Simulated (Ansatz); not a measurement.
## Rb on Cu(100): change of the work function

How does one ordered layer of Rb (hollow site) change the work function of Cu(100), and what dipole does each adsorbate carry?

Calculated with Ansatz 0.2.0; plane-wave DFT, PBEsol, Ansatz PAW.

**1. The structure**

The cell holds 4 atoms: 4 Cu. Cell: a = 2.553 Å, b = 2.553 Å, c = 23.415 Å, α = 90.0°, β = 90.0°, γ = 90.0°. Vacuum lies along c.

Structure file:

```cif
data_structure
_symmetry_space_group_name_H-M 'P 1'
_symmetry_Int_Tables_number 1
_cell_length_a 2.5527
_cell_length_b 2.5527
_cell_length_c 23.4150
_cell_angle_alpha 90.000
_cell_angle_beta 90.000
_cell_angle_gamma 90.000
_cell_volume 152.57
loop_
_atom_site_label
_atom_site_type_symbol
_atom_site_fract_x
_atom_site_fract_y
_atom_site_fract_z
_atom_site_occupancy
Cu1 Cu 0.50000 0.50000 0.38437 1
Cu2 Cu 0.00000 0.00000 0.46146 1
Cu3 Cu 0.50000 0.50000 0.53854 1
Cu4 Cu 0.00000 0.00000 0.61563 1
```

**2. The clean slab**

The bare slab comes first, as the zero from which every change is counted. The two lowest layers are held at bulk places and the upper ones relax. The dipole correction removes the false field that a one-sided slab makes across the periodic vacuum, so each face gets a flat vacuum level of its own.

The input, input.yaml:

```yaml
crystal:
  lattice:
    - [2.5526554801, 0.0, 0.0]
    - [0.0, 2.5526554801, 0.0]
    - [0.0, 0.0, 23.415]
  atoms:
    - { symbol: Cu, position: [0.5, 0.5, 0.3843689942] }
    - { symbol: Cu, position: [0.0, 0.0, 0.4614563314] }
    - { symbol: Cu, position: [0.5, 0.5, 0.5385436686] }
    - { symbol: Cu, position: [0.0, 0.0, 0.6156310058] }
kpoints:
  mp_grid: { grid: [12, 12, 1] }
hamiltonian:
  xc: pbesol
scf:
  occupations: { method: fermi_dirac, width: 0.1 }
  convergence: { dr2_threshold: 1.0e-08 }
efield:
  axis: 3
  dipole_correction: true
  ramp_position: 0.97
  ramp_width: 0.06
relax:
  f_tol: 0.02
  max_steps: 60
  constraints: [{ sites: [0, 1] }]
output:
  write_potential: true
  write_density: true
  volumetric_format: npy
```

The run is started by

```console
> ansatz run input.yaml --threads 4 --pin off --max-ram 6144MiB --backend cpu --events-out ev --progress --plain --runs-dir out
```

What it wrote:

```text
Engine: ansatz 0.2.0, aarch64-unknown-linux-gnu
Pseudopotentials: kind: paw
Pseudopotential: Cu, paw, valence charge 19, recommended cutoff 420 eV (normal), Cu.paw.azcp
Functional definition: PBEsol
  exchange = pbesol_x
  correlation = pbesol_c
Crystal: 4 atoms, lattice volume = 152.573 Å³
Basis set: ecut = 420 eV, 3011 PW (Γ), exchange–correlation on 36×36×320 points (8 copies of the dense FFT grid, shifted against one another)
Bands: 46, of which v1, the nominal top of the filled ones, is band 38 counted from 1 (37 counted from 0)
Symmetry: 8 space group operations
k-points: 28 of 144
Non-local potential: Cu, projectors of the file, l = 0: 3, l = 1: 2, l = 2: 3, l = 3: 1
PAW form: soft (Blöchl's): semilocal exchange-correlation on the pseudo side does not see the compensation charge
PAW frozen core: Cu, regenerated for the run's functional, and the local potential with it (the file was generated under x = pbe(κ = 0.804, μ = 0.219515), c = pbe(β = 0.066725))
PAW one-centre angular grid: Cu, 590 points (default); XC on 64 Gauss nodes
Initial density: superposition of atomic densities (neutral atoms: chi_scale 0, normalization atom), corrected by the library's trained network
Initial wavefunctions: pseudopotential atomic-orbital guess
Functional: x = pbesol(κ = 0.804, μ = 0.123457), c = pbesol(β = 0.046)
SCF iter   1: F=—  HF=-26353.567552 eV  |F-HF|=—  |Δ(HF+E_count)|=         —  Δρ=1.14e-2  dr2=1.16e-1  ethr=1.77e-3  p=-0.000 e·Å  D=-7.17e-15 V/Å  ΔV_dip=0.00 eV  dr2_dipole=4.33e-10  V_vac-E_F(+/−)=4.59/4.59 eV  ⟨swp⟩=8.7  Hψ=5659  notcnv=0  defer=5
efield: sawtooth ramp at fractional position 0.9700 (set: `efield.ramp_position`, or a place that a band, a saddle search or an elastic batch's reference lends), width 0.0600; the density the first Hamiltonian is built on has a dipole p = -0.000 e·Å; the dipole correction subtracts the counter field D = -7.17e-15 V/Å, which shifts the + side's vacuum level by +0.00 eV against the − side's; the planar-averaged density in the ramp window peaks in size at 3.2e-5 e/Å³
preconditioner: auto → LDOS  [metal: Δε(μ)=0.065 eV  Ē_g=8.013 eV  σ=0.100 eV  W_gap=0.16  n_scr=18 (ndim 8)  ℏωp=19.9 eV  f_vac=0.639  D(μ)=1.36/eV (n_scr^D=8)  β→1.0]
SCF iter   2: F=—  HF=-26353.765919 eV  |F-HF|=—  |Δ(HF+E_count)|=   1.98e-1  Δρ=3.20e-2  dr2=8.43e-1  ethr=1.53e-4  p=-0.000 e·Å  D=-2.79e-5 V/Å  ΔV_dip=0.00 eV  dr2_dipole=7.00e-7  V_vac-E_F(+/−)=4.81/4.81 eV  ⟨swp⟩=3.0  Hψ=3198  notcnv=0  defer=53
SCF iter   3: F=—  HF=-26353.548475 eV  |F-HF|=—  |Δ(HF+E_count)|=   2.17e-1  Δρ=2.95e-3  dr2=7.71e-3  ethr=1.53e-4  p=0.000 e·Å  D=1.56e-4 V/Å  ΔV_dip=-0.00 eV  dr2_dipole=3.90e-6  V_vac-E_F(+/−)=4.67/4.67 eV  ⟨swp⟩=2.5  Hψ=2599  notcnv=0  defer=53
SCF iter   4: F=—  HF=-26353.546621 eV  |F-HF|=—  |Δ(HF+E_count)|=   1.85e-3  Δρ=1.47e-3  dr2=2.10e-3  ethr=1.01e-5  p=-0.000 e·Å  D=-3.18e-4 V/Å  ΔV_dip=0.01 eV  dr2_dipole=1.21e-6  V_vac-E_F(+/−)=4.69/4.68 eV  ⟨swp⟩=2.6  Hψ=2452  notcnv=0  defer=53
SCF iter   5: F=—  HF=-26353.546276 eV  |F-HF|=—  |Δ(HF+E_count)|=   3.44e-4  Δρ=1.89e-4  dr2=4.24e-5  ethr=2.77e-6  p=0.000 e·Å  D=3.74e-5 V/Å  ΔV_dip=-0.00 eV  dr2_dipole=3.96e-7  V_vac-E_F(+/−)=4.69/4.69 eV  ⟨swp⟩=2.0  Hψ=1870  notcnv=0  defer=53
SCF iter   6: F=—  HF=-26353.546285 eV  |F-HF|=—  |Δ(HF+E_count)|=   8.64e-6  Δρ=1.07e-4  dr2=1.17e-5  ethr=5.58e-8  p=0.000 e·Å  D=6.23e-6 V/Å  ΔV_dip=-0.00 eV  dr2_dipole=3.78e-8  V_vac-E_F(+/−)=4.69/4.69 eV  ⟨swp⟩=2.9  Hψ=2288  notcnv=0  defer=53
SCF iter   7: F=—  HF=-26353.546287 eV  |F-HF|=—  |Δ(HF+E_count)|=   1.62e-6  Δρ=3.44e-5  dr2=1.77e-6  ethr=1.54e-8  p=0.000 e·Å  D=6.65e-6 V/Å  ΔV_dip=-0.00 eV  dr2_dipole=9.67e-9  V_vac-E_F(+/−)=4.70/4.70 eV  ⟨swp⟩=2.0  Hψ=1822  notcnv=0  defer=53
SCF iter   8: F=—  HF=-26353.546297 eV  |F-HF|=—  |Δ(HF+E_count)|=   1.05e-5  Δρ=1.25e-5  dr2=3.15e-7  ethr=2.33e-9  p=0.000 e·Å  D=2.65e-6 V/Å  ΔV_dip=-0.00 eV  dr2_dipole=9.57e-12  V_vac-E_F(+/−)=4.70/4.70 eV  ⟨swp⟩=2.1  Hψ=1840  notcnv=0  defer=53
SCF iter   9: F=—  HF=-26353.546297 eV  |F-HF|=—  |Δ(HF+E_count)|=   1.63e-7  Δρ=1.11e-5  dr2=1.22e-7  ethr=4.15e-10  p=0.000 e·Å  D=4.62e-6 V/Å  ΔV_dip=-0.00 eV  dr2_dipole=7.51e-10  V_vac-E_F(+/−)=4.70/4.70 eV  ⟨swp⟩=2.0  Hψ=1838  notcnv=0  defer=53
SCF iter  10: F=-26353.546297 eV  HF=-26353.546297 eV  |F-HF|=9.67e-8  |Δ(HF+E_count)|=   1.36e-8  Δρ=2.18e-6  dr2=6.16e-9  ethr=1.32e-11  p=0.000 e·Å  D=5.87e-7 V/Å  ΔV_dip=-0.00 eV  dr2_dipole=2.86e-11  V_vac-E_F(+/−)=4.70/4.70 eV  ⟨swp⟩=8.3  Hψ=9332  notcnv=0
SCF 1 converged in 10 iterations: F = -26353.546297 eV  dr2 = 6.16e-9
  greatest PAW one-centre occupation: 1.000 electrons in one spin orbital (limit 2), on the Cu atom at site 0 (counted from 0), in its partial waves of l = 0
relax step   1: F+E_penalty+E_count = -26353.54629731 eV  Δ(F+E_penalty+E_count) = +0.000e0 eV  max|allowed force component| = 4.337e-1 eV/Å  Δτ_max = 0.0000 Å  (10 SCF iters, accepted)
Initial density: handed on by an earlier stage of this run
Initial wavefunctions: those handed on with the density
iter 1 solved again at ethr=3.18e-5 eV; its pass at ethr=3.10e-3 eV (dr2=2.41e-2 eV) is discarded
SCF iter   1: F=—  HF=-26353.572222 eV  |F-HF|=—  |Δ(HF+E_count)|=         —  Δρ=4.92e-3  dr2=2.22e-2  ethr=3.18e-5  p=-0.000 e·Å  D=-2.08e-6 V/Å  ΔV_dip=0.00 eV  dr2_dipole=6.73e-4  V_vac-E_F(+/−)=4.69/4.69 eV  ⟨swp⟩=2.0  Hψ=4662  notcnv=0  defer=53
efield: sawtooth ramp at fractional position 0.9700 (set: `efield.ramp_position`, or a place that a band, a saddle search or an elastic batch's reference lends), width 0.0600; the density the first Hamiltonian is built on has a dipole p = -0.000 e·Å; the dipole correction subtracts the counter field D = -2.08e-6 V/Å, which shifts the + side's vacuum level by +0.00 eV against the − side's; the planar-averaged density in the ramp window peaks in size at 2.6e-5 e/Å³
preconditioner: auto → LDOS  [metal: Δε(μ)=0.153 eV  Ē_g=8.193 eV  σ=0.100 eV  W_gap=0.36  n_scr=18 (ndim 8)  ℏωp=19.9 eV  f_vac=0.641  D(μ)=1.29/eV (n_scr^D=8)  β→1.0]
SCF iter   2: F=—  HF=-26353.576002 eV  |F-HF|=—  |Δ(HF+E_count)|=   3.78e-3  Δρ=7.55e-3  dr2=5.39e-2  ethr=2.92e-5  p=-0.002 e·Å  D=-2.96e-3 V/Å  ΔV_dip=0.07 eV  dr2_dipole=6.09e-4  V_vac-E_F(+/−)=4.77/4.70 eV  ⟨swp⟩=2.2  Hψ=2419  notcnv=0  defer=53  recentre
SCF iter   3: F=—  HF=-26353.567644 eV  |F-HF|=—  |Δ(HF+E_count)|=   8.36e-3  Δρ=3.70e-3  dr2=1.48e-2  ethr=2.92e-5  p=0.000 e·Å  D=4.64e-4 V/Å  ΔV_dip=-0.01 eV  dr2_dipole=7.75e-4  V_vac-E_F(+/−)=4.68/4.69 eV  ⟨swp⟩=2.1  Hψ=2415  notcnv=0  defer=53
[...]
SCF iter   8: F=—  HF=-26353.576284 eV  |F-HF|=—  |Δ(HF+E_count)|=   1.33e-5  Δρ=5.81e-5  dr2=4.42e-6  ethr=2.02e-8  p=0.001 e·Å  D=1.65e-3 V/Å  ΔV_dip=-0.04 eV  dr2_dipole=2.66e-7  V_vac-E_F(+/−)=4.65/4.69 eV  ⟨swp⟩=2.0  Hψ=1614  notcnv=0  defer=54
SCF iter   9: F=—  HF=-26353.576297 eV  |F-HF|=—  |Δ(HF+E_count)|=   1.37e-5  Δρ=1.56e-5  dr2=2.44e-7  ethr=5.81e-9  p=0.001 e·Å  D=1.66e-3 V/Å  ΔV_dip=-0.04 eV  dr2_dipole=3.93e-10  V_vac-E_F(+/−)=4.65/4.69 eV  ⟨swp⟩=2.0  Hψ=1796  notcnv=0  defer=54
SCF iter  10: F=—  HF=-26353.576297 eV  |F-HF|=—  |Δ(HF+E_count)|=   4.70e-8  Δρ=9.33e-6  dr2=8.81e-8  ethr=3.21e-10  p=0.001 e·Å  D=1.66e-3 V/Å  ΔV_dip=-0.04 eV  dr2_dipole=2.29e-9  V_vac-E_F(+/−)=4.65/4.69 eV  ⟨swp⟩=3.2  Hψ=2582  notcnv=0  defer=54
SCF iter  11: F=-26353.576297 eV  HF=-26353.576297 eV  |F-HF|=1.43e-7  |Δ(HF+E_count)|=   9.57e-9  Δρ=2.73e-6  dr2=8.15e-9  ethr=1.32e-11  p=0.001 e·Å  D=1.66e-3 V/Å  ΔV_dip=-0.04 eV  dr2_dipole=4.44e-10  V_vac-E_F(+/−)=4.65/4.69 eV  ⟨swp⟩=8.0  Hψ=9122  notcnv=0
SCF 3 converged in 11 iterations: F = -26353.576297 eV  dr2 = 8.15e-9
relax step   3: F+E_penalty+E_count = -26353.57629735 eV  Δ(F+E_penalty+E_count) = -1.126e-2 eV  max|allowed force component| = 3.062e-2 eV/Å  Δτ_max = 0.1006 Å  (11 SCF iters, accepted)
SCF iter   1: F=—  HF=-26353.576703 eV  |F-HF|=—  |Δ(HF+E_count)|=         —  Δρ=1.00e-3  dr2=8.17e-4  ethr=1.86e-5  p=0.001 e·Å  D=1.66e-3 V/Å  ΔV_dip=-0.04 eV  dr2_dipole=5.58e-6  V_vac-E_F(+/−)=4.66/4.69 eV  ⟨swp⟩=3.2  Hψ=2627  notcnv=0  defer=54
efield: sawtooth ramp at fractional position 0.9700 (set: `efield.ramp_position`, or a place that a band, a saddle search or an elastic batch's reference lends), width 0.0600; the density the first Hamiltonian is built on has a dipole p = 0.001 e·Å; the dipole correction subtracts the counter field D = 1.66e-3 V/Å, which shifts the + side's vacuum level by -0.04 eV against the − side's; the planar-averaged density in the ramp window peaks in size at 1.7e-5 e/Å³
preconditioner: auto → LDOS  [metal: Δε(μ)=0.203 eV  Ē_g=8.264 eV  σ=0.100 eV  W_gap=0.44  n_scr=18 (ndim 8)  ℏωp=19.9 eV  f_vac=0.645  D(μ)=1.27/eV (n_scr^D=8)  β→1.0]
SCF iter   2: F=—  HF=-26353.576655 eV  |F-HF|=—  |Δ(HF+E_count)|=   4.81e-5  Δρ=1.27e-3  dr2=1.61e-3  ethr=1.08e-6  p=0.002 e·Å  D=2.22e-3 V/Å  ΔV_dip=-0.05 eV  dr2_dipole=2.38e-5  V_vac-E_F(+/−)=4.64/4.70 eV  ⟨swp⟩=2.6  Hψ=2654  notcnv=0  defer=53
SCF iter   3: F=—  HF=-26353.576657 eV  |F-HF|=—  |Δ(HF+E_count)|=   2.31e-6  Δρ=1.29e-3  dr2=1.60e-3  ethr=1.08e-6  p=0.001 e·Å  D=1.32e-3 V/Å  ΔV_dip=-0.03 eV  dr2_dipole=3.28e-5  V_vac-E_F(+/−)=4.67/4.70 eV  ⟨swp⟩=2.6  Hψ=2362  notcnv=0  defer=53
SCF iter   4: F=—  HF=-26353.576419 eV  |F-HF|=—  |Δ(HF+E_count)|=   2.39e-4  Δρ=5.40e-4  dr2=2.73e-4  ethr=1.08e-6  p=0.001 e·Å  D=1.36e-3 V/Å  ΔV_dip=-0.03 eV  dr2_dipole=1.48e-6  V_vac-E_F(+/−)=4.66/4.70 eV  ⟨swp⟩=2.0  Hψ=1737  notcnv=0  defer=53
SCF iter   5: F=—  HF=-26353.576371 eV  |F-HF|=—  |Δ(HF+E_count)|=   4.78e-5  Δρ=1.42e-4  dr2=1.87e-5  ethr=3.60e-7  p=0.001 e·Å  D=1.51e-3 V/Å  ΔV_dip=-0.04 eV  dr2_dipole=3.09e-7  V_vac-E_F(+/−)=4.66/4.70 eV  ⟨swp⟩=2.0  Hψ=1703  notcnv=0  defer=53
SCF iter   6: F=—  HF=-26353.576348 eV  |F-HF|=—  |Δ(HF+E_count)|=   2.25e-5  Δρ=2.51e-5  dr2=7.11e-7  ethr=2.46e-8  p=0.001 e·Å  D=1.54e-3 V/Å  ΔV_dip=-0.04 eV  dr2_dipole=3.20e-8  V_vac-E_F(+/−)=4.66/4.70 eV  ⟨swp⟩=2.0  Hψ=1931  notcnv=0  defer=53
SCF iter   7: F=—  HF=-26353.576346 eV  |F-HF|=—  |Δ(HF+E_count)|=   2.07e-6  Δρ=1.34e-5  dr2=1.83e-7  ethr=9.35e-10  p=0.001 e·Å  D=1.55e-3 V/Å  ΔV_dip=-0.04 eV  dr2_dipole=4.66e-9  V_vac-E_F(+/−)=4.66/4.70 eV  ⟨swp⟩=2.3  Hψ=2286  notcnv=0  defer=53
SCF iter   8: F=—  HF=-26353.576346 eV  |F-HF|=—  |Δ(HF+E_count)|=   1.18e-7  Δρ=4.64e-6  dr2=2.21e-8  ethr=2.41e-10  p=0.001 e·Å  D=1.55e-3 V/Å  ΔV_dip=-0.04 eV  dr2_dipole=4.91e-10  V_vac-E_F(+/−)=4.66/4.70 eV  ⟨swp⟩=2.0  Hψ=1764  notcnv=0  defer=53
SCF iter   9: F=-26353.576346 eV  HF=-26353.576346 eV  |F-HF|=1.60e-8  |Δ(HF+E_count)|=   5.36e-8  Δρ=1.18e-6  dr2=1.96e-9  ethr=1.32e-11  p=0.001 e·Å  D=1.55e-3 V/Å  ΔV_dip=-0.04 eV  dr2_dipole=1.34e-10  V_vac-E_F(+/−)=4.66/4.70 eV  ⟨swp⟩=9.2  Hψ=8507  notcnv=0
SCF 4 converged in 9 iterations: F = -26353.576346 eV  dr2 = 1.96e-9
relax step   4: F+E_penalty+E_count = -26353.57634633 eV  Δ(F+E_penalty+E_count) = -4.898e-5 eV  max|allowed force component| = 1.618e-2 eV/Å  Δτ_max = 0.0142 Å  (9 SCF iters, accepted)
NSCF: frozen V_eff on 28 k-points
the band table was solved once a step of the walk had ended and its energy, with any forces and stress, was formed, with the checks that follow a solve (6978 applications of the Hamiltonian). They found nothing against the state; the energy, forces and stress were not computed again (output.eigenvalues in the input reference)
WARN: The output density's exchange-correlation potential varies sharply where the density is thin. Do not read a vacuum level from v_tot or v_xc, or from such a field of the output density. On a cell that repeats whose density bears no net charge and no dipole along the vacuum's axis use v_es (v_loc + v_h of the components); under efield.dipole_correction with no amplitude use v_es + v_field, which holds any externa [...]
SCF converged after 9 iterations
Free energy (F): -26353.576346 eV
Harris-Foulkes:  -26353.576346 eV  (|F-HF|=1.60e-8)
Internal energy: -26353.532150 eV  (E = F + TS)
E sigma→0 (E₀):  -26353.554248 eV
Entropy (-TS):   -0.044197 eV (-11.049 meV/atom)
Fermi energy:    1.947279 eV
Dipole field:    D = 0.001565 V/Å  (p = 0.001320 e·Å, saw-weighted, corrected)
Work function:   Φ+ = 4.6586 eV   Φ− = 4.6953 eV
Levels:          The Fermi level and band energies are counted from a zero that moves with the ramp; work functions are not
--- Per-component energies (eV) ---
  E_band       = -2542.763843
  E_kinetic    = 1199.826563
  E_local      = -172503.739522  (includes V_loc(G=0)·N_el)
  E_nonlocal   = 1573.692136
  E_hartree    = 84727.690897
  E_xc         = -353.127050
  E_vxc        = -457.558033  (∫ρ·V_xc dr)
  E_paw        = -6512.171753  (= ΣΔE_a)
  E_vpaw       = -1810.375163  (= ΣTr[D̂ρ^β])
  E_aug_tail   = 0.001043  (compensation charges beyond the density's cutoff)
  E_efield     = 0.000001  (sawtooth field / dipole correction)
  E_vefield    = 0.005755  (∫n·V_field dr)
  E_ewald      = 65513.470727
  E_core_change = 0.824809  (= ΣΔE_core)
  E_smearing   = -0.044197  (= −TS)
  E_closure    = 0.000000  (closes the sum)
  Σ components = -26353.576346   (vs F -26353.576346, Δ=0.00e0)
--- Forces (eV/Å), atoms counted from 1 ---
  atom   1  Cu     0.00000000     0.00000000     0.42426062
  atom   2  Cu     0.00000000     0.00000000    -0.40871150
  atom   3  Cu     0.00000000     0.00000000     0.00059987
  atom   4  Cu    -0.00000000     0.00000000    -0.01617573
  max |Σ_I F_I| component: 2.67e-5 eV/Å
--- Band table (eV; the first three rows and the last of 28) ---
  k-point 0: bands = [... 34 lower, 0.2523, 0.4765, 0.5302, 0.5302, 0.5336, 1.5723, 3.2628, 6.4939, ... 4 higher]
  k-point 1: bands = [... 34 lower, 0.3267, 0.3867, 0.4115, 0.4857, 0.5630, 1.8570, 3.5935, 6.6568, ... 4 higher]
  k-point 2: bands = [... 34 lower, 0.3195, 0.3598, 0.4352, 0.5084, 0.5606, 2.5001, 4.4057, 7.1253, ... 4 higher]
  k-point 27: bands = [... 34 lower, 0.8353, 0.9093, 4.2601, 4.2601, 6.6263, 6.6263, 9.3410, 9.3604, ... 4 higher]
--- Relaxed structure (4 steps of the walk, 4 accepted, 0 SCFs on fresh bases) ---
  F+E_penalty+E_count = -26353.57634633 eV   max|allowed force component| = 1.618e-2 eV/Å
  atoms:
    - { symbol: Cu, position: [0.5, 0.5, 0.384369] }
    - { symbol: Cu, position: [0.0, 0.0, 0.461456] }
    - { symbol: Cu, position: [0.5, 0.5, 0.536661] }
    - { symbol: Cu, position: [0, 0.0, 0.609252] }
```

Run time: 25 s. Hardware: 4 threads of Arm Neoverse V1, shared host; peak memory 0.51 GiB; 97 s of CPU time.

Step by step:

| step | energy less that of the first step (eV) | largest force component (eV/Å) |
| --- | --- | --- |
| 1 | 0.0000 | 0.4337 |
| 2 | -0.0187 | 0.2810 |
| 3 | -0.0300 | 0.0306 |
| 4 | -0.0300 | 0.0162 |

The run keeps the 8 symmetry operations that the program found, so distortions that break them were not tested.

The atoms that moved most (Å):

| atom | dx | dy | dz | length |
| --- | --- | --- | --- | --- |
| Cu4 | 0.000 | 0.000 | -0.149 | 0.149 |
| Cu3 | 0.000 | 0.000 | -0.044 | 0.044 |

The relaxed structure:

```cif
data_structure
_symmetry_space_group_name_H-M 'P 1'
_symmetry_Int_Tables_number 1
_cell_length_a 2.5527
_cell_length_b 2.5527
_cell_length_c 23.4150
_cell_angle_alpha 90.000
_cell_angle_beta 90.000
_cell_angle_gamma 90.000
_cell_volume 152.57
loop_
_atom_site_label
_atom_site_type_symbol
_atom_site_fract_x
_atom_site_fract_y
_atom_site_fract_z
_atom_site_occupancy
Cu1 Cu 0.50000 0.50000 0.38437 1
Cu2 Cu 0.00000 0.00000 0.46146 1
Cu3 Cu 0.50000 0.50000 0.53666 1
Cu4 Cu 0.00000 0.00000 0.60925 1
```

Numbers from this step:

| Quantity | Value |
| --- | --- |
| energy at zero smearing | -26353.5542 eV |
| work function, upper face | 4.659 eV |
| work function, lower face | 4.695 eV |
| dipole along the normal | 0.001320 e·Å |
| step between the vacuum levels | -0.03666 eV |

Running mean over 1.805 Å of the planar mean; the ramp of the sawtooth is left out. Electron's electrostatic potential energy less the Fermi level against z:

z (Å), electron's electrostatic potential energy less the Fermi level (eV) and a bar from the least value:
```
        3       4.70 ##############################
        4       4.69 ##############################
        5       4.69 ##############################
        6       4.66 ##############################
        7       4.23 #############################
        8      -1.33 #################
        9      -8.22 ###
       10      -8.64 ##
       11      -8.91 #
       12      -9.16 #
       13      -9.49 
       14      -9.02 #
       15      -4.07 ###########
       16       3.71 ############################
       17       4.59 ##############################
       18       4.65 ##############################
       19       4.66 ##############################
       20       4.66 ##############################
```

The relaxation took 4 steps and lowered the energy by 0.030 eV; the largest force on the free atoms ends at 0.016 eV/Å.

The work function of the upper face is 4.66 eV.

[end of part 1 of 4]

[Long decimals in the printed logs are rounded to 6 places.]

[Logs are printed without paths, hosts, clocks, repeated set-up lines and the standing remarks that a program may print on its own settings, such as how far it seeks lower states.]

[Hosts, paths, dates, database ids (printed as entryN), source tags and the programs' standing remarks are cut or masked in the printed files.]

[Maps of the electrostatic potential energy from Ansatz leave out the sawtooth potential of an applied field or a dipole correction, so their vacuum need not be flat; planar profiles and work functions include it.]
